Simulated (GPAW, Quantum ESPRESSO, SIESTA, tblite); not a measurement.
## Atom list for C(100)/TiO2(101) interface (120 atoms)

This is the built cell with every atom moved at random. Method: Kohn-Sham DFT, PBE, PseudoDojo 0.4.1 norm-conserving pseudopotentials (converted to PSML), numerical atomic orbitals (DZP), diagonalisation; shift 0.01 Ry; mesh 500 Ry; levels smeared at 580 K (SIESTA 5.4.2); Γ point.

Cell vectors (Å):

```
10.239 0.000 0.000
0.000 7.570 0.000
0.000 0.000 23.581
```

Positions in Å, forces in eV/Å, q the Hirshfeld charge in e:

```csv
atom,x,y,z,q,fx,fy,fz
C1,7.614,5.065,6.040,-0.02,2.861,-0.038,1.099
C2,6.347,2.515,6.739,0.00,-1.642,-0.014,3.851
C3,6.300,3.825,7.713,0.02,2.574,-0.018,1.916
C4,7.683,3.946,8.670,0.01,-1.101,-2.694,-1.097
C5,7.695,2.651,9.514,-0.01,-1.705,-0.961,2.684
C6,6.299,4.971,10.519,0.00,3.332,0.581,-2.482
C7,7.613,2.592,6.206,0.02,3.213,0.904,-2.858
C8,6.389,7.444,6.804,-0.02,0.188,1.898,0.397
C9,6.330,1.258,7.755,0.03,1.728,-0.803,-2.234
C10,7.658,1.277,8.536,0.02,-1.940,0.452,4.349
C11,7.612,7.521,9.519,-0.01,0.539,7.351,4.964
C12,6.366,2.671,10.355,-0.03,-0.220,0.588,-1.111
C13,7.664,0.007,5.880,-0.05,0.536,-1.217,3.588
C14,6.417,5.002,6.822,-0.03,-3.399,1.608,0.368
C15,6.262,6.206,7.888,0.03,2.467,2.386,-2.504
C16,7.534,6.337,8.843,0.00,0.450,-1.529,-6.664
C17,7.734,5.208,9.628,0.00,-1.963,-6.749,0.572
C18,6.210,7.529,10.430,-0.10,4.412,-0.896,0.315
C19,5.079,5.019,5.934,-0.03,1.395,-0.313,2.161
C20,3.881,2.711,6.891,0.00,-0.913,-6.820,-2.569
C21,3.823,3.755,7.829,0.00,0.508,3.189,3.817
C22,5.149,4.038,8.794,0.02,-1.278,-15.296,-9.719
C23,5.031,2.468,9.534,0.03,4.110,4.902,4.062
C24,3.823,5.050,10.335,-0.01,0.257,0.913,0.160
C25,5.070,2.477,6.056,-0.02,-0.230,0.347,-0.702
C26,3.854,7.528,7.010,-0.02,-0.116,2.081,-5.574
C27,3.673,1.232,7.851,0.02,10.230,-0.121,-5.148
C28,5.127,1.288,8.615,0.04,-3.947,-1.159,0.982
C29,5.098,7.519,9.523,0.00,-0.382,3.615,2.663
C30,3.926,2.495,10.623,0.01,-4.472,-2.516,-3.129
C31,5.172,7.499,5.994,-0.01,-2.434,0.075,2.072
C32,3.989,4.879,6.938,-0.01,-3.602,5.720,-3.843
C33,3.855,6.323,7.800,0.00,-1.875,-3.435,-0.605
C34,4.921,6.360,8.743,0.02,5.429,-4.162,-2.444
C35,5.209,5.066,9.545,-0.03,-4.288,8.587,7.361
C36,3.979,0.109,10.502,0.05,-8.089,1.437,-1.369
C37,2.629,4.995,6.047,-0.02,-0.558,0.170,1.059
C38,1.402,2.613,6.987,-0.01,-3.186,-2.243,-4.423
C39,1.157,3.862,7.785,0.01,3.715,-1.394,0.848
C40,2.548,3.804,8.711,0.04,-0.762,-0.410,0.034
C41,2.460,2.477,9.609,-0.02,5.011,0.210,-3.423
C42,1.341,5.103,10.274,-0.09,-8.058,-0.646,3.955
C43,2.629,2.507,6.041,-0.03,-0.896,1.046,1.996
C44,1.339,7.542,7.019,-0.02,-0.809,4.066,-7.804
C45,1.300,1.275,7.787,0.03,-1.509,0.722,0.380
C46,2.567,1.196,8.567,0.00,-6.695,1.838,8.475
C47,2.484,7.549,9.613,0.00,2.687,0.284,-0.345
C48,1.390,2.616,10.402,-0.06,-6.760,-0.915,0.695
C49,2.592,7.527,6.103,0.00,0.586,-0.010,1.465
C50,1.198,5.153,6.913,-0.02,2.621,-5.813,-3.886
C51,1.327,6.305,7.660,0.01,-1.290,1.353,6.913
C52,2.558,6.177,8.505,0.02,-0.361,3.800,4.013
C53,2.452,5.145,9.583,-0.02,8.236,-3.259,-3.198
C54,1.299,0.109,10.500,-0.02,-0.809,0.282,-3.401
C55,0.051,5.075,6.046,-0.01,-2.933,0.396,0.366
C56,8.932,2.510,6.951,0.00,-0.940,2.438,-3.436
C57,8.913,3.826,7.713,0.02,0.769,0.501,3.831
C58,10.202,3.707,8.652,0.03,-1.738,2.499,0.232
C59,10.152,2.412,9.565,0.01,3.475,5.907,4.338
C60,9.073,4.954,10.323,0.06,-6.300,0.444,2.339
C61,10.181,2.492,6.086,0.00,2.461,0.331,0.347
C62,8.898,7.468,6.888,-0.01,1.539,2.962,-4.128
C63,8.930,1.377,7.824,0.01,0.336,-5.686,-1.041
C64,10.173,1.308,8.713,0.00,2.079,-1.299,-4.314
C65,10.231,0.113,9.492,-0.01,0.998,-2.690,4.328
C66,9.006,2.635,10.568,0.02,-4.424,0.593,-3.283
C67,0.139,7.549,5.939,-0.02,-2.487,-0.135,3.258
C68,8.922,5.149,7.072,-0.03,0.352,-11.019,-12.083
C69,8.950,6.226,7.725,-0.01,0.402,12.027,7.781
C70,0.064,6.405,8.657,0.03,-2.503,-1.070,-1.536
C71,0.011,5.152,9.470,0.02,3.204,-2.624,3.242
C72,8.997,0.028,10.354,0.01,-3.398,-2.240,-0.932
Ti73,5.111,7.022,12.331,0.37,5.505,2.576,1.098
Ti74,10.182,5.260,12.511,0.43,0.374,1.092,0.011
Ti75,7.269,5.207,13.356,0.44,0.942,0.069,-0.720
Ti76,2.344,7.072,13.353,0.46,-2.064,-0.108,2.381
O77,6.975,6.975,13.121,-0.26,0.911,1.903,0.763
O78,1.851,5.261,13.224,-0.25,-0.449,-0.474,-0.296
O79,9.109,5.314,14.096,-0.24,1.117,-0.435,-2.848
O80,4.012,7.107,14.099,-0.24,1.369,0.059,-1.011
O81,0.380,7.062,12.352,-0.23,0.092,0.011,1.457
O82,5.388,5.296,12.626,-0.23,-0.828,-2.951,0.568
O83,8.257,5.133,11.666,-0.14,5.309,-0.003,1.021
O84,3.418,7.121,11.794,-0.12,-0.759,1.200,-3.836
Ti85,3.763,7.062,15.991,0.42,-3.492,3.292,1.128
Ti86,8.633,5.267,15.863,0.43,1.109,-0.575,4.245
Ti87,5.805,5.166,16.797,0.59,5.700,1.278,-0.204
Ti88,0.809,6.904,16.933,0.58,5.038,6.323,-0.807
O89,5.503,7.129,16.707,-0.27,2.837,-0.781,1.218
O90,0.411,5.338,16.576,-0.23,0.344,-6.081,0.632
O91,7.725,5.084,17.459,-0.30,-2.995,0.386,0.576
O92,2.651,7.115,17.541,-0.33,-1.906,-0.615,0.892
O93,9.227,7.052,16.069,-0.26,-0.950,1.957,-0.024
O94,3.948,5.314,16.222,-0.24,0.955,-5.122,0.564
O95,6.933,5.288,15.208,-0.22,-3.261,-0.080,-0.068
O96,2.019,7.121,15.336,-0.25,-3.335,0.040,-2.135
Ti97,4.964,3.326,12.408,0.39,4.814,-0.748,0.333
Ti98,10.236,1.572,12.548,0.44,1.238,-2.139,-2.755
Ti99,7.439,1.478,13.519,0.46,-3.484,-0.434,-6.836
Ti100,2.271,3.224,13.254,0.44,-1.107,2.448,0.714
O101,6.784,3.413,13.155,-0.26,1.024,-1.190,0.698
O102,1.794,1.523,13.213,-0.24,0.536,-3.601,0.389
O103,9.242,1.447,13.959,-0.23,0.112,-0.494,3.217
O104,3.953,3.282,14.006,-0.24,1.724,0.058,0.799
O105,0.359,3.268,12.616,-0.24,-0.601,3.241,0.544
O106,5.729,1.334,12.664,-0.26,-2.426,1.103,-0.120
O107,8.362,1.530,11.645,-0.08,4.049,0.976,-3.883
O108,3.184,3.238,11.648,-0.09,2.512,-0.719,-2.164
Ti109,3.562,3.422,16.045,0.48,1.292,-1.736,-0.772
Ti110,8.796,1.454,15.959,0.45,1.362,0.417,4.324
Ti111,5.877,1.513,16.893,0.61,3.163,-1.613,-0.744
Ti112,0.956,3.385,16.881,0.60,-2.503,-1.644,-3.206
O113,5.565,3.287,16.476,-0.25,-0.802,1.248,0.566
O114,0.400,1.375,16.671,-0.27,0.371,1.899,0.821
O115,7.730,1.478,17.578,-0.30,-1.403,-0.102,-1.926
O116,2.566,3.388,17.621,-0.25,0.153,0.081,0.404
O117,9.200,3.428,16.117,-0.27,0.760,-1.715,-0.169
O118,4.081,1.339,16.251,-0.26,-0.334,3.591,0.194
O119,7.016,1.541,15.105,-0.20,-2.333,-0.201,5.797
O120,1.952,3.398,15.139,-0.21,-2.347,-0.002,3.164
```

The main run has no spin polarisation, so any moments at edges, vacancies or dangling bonds can't form in it. Only the Γ point is sampled, in a cell whose shortest periodic width is 8 Å.

The r.m.s. force component is 3.21 eV/Å; the longest force, 18.2 eV/Å, acts on C22.

[Logs are printed without paths, hosts, clocks, repeated set-up lines and the standing remarks that a program may print on its own settings, such as how far it seeks lower states.]

[Hosts, paths, dates, database ids (printed as entryN), source tags and the programs' standing remarks are cut or masked in the printed files.]
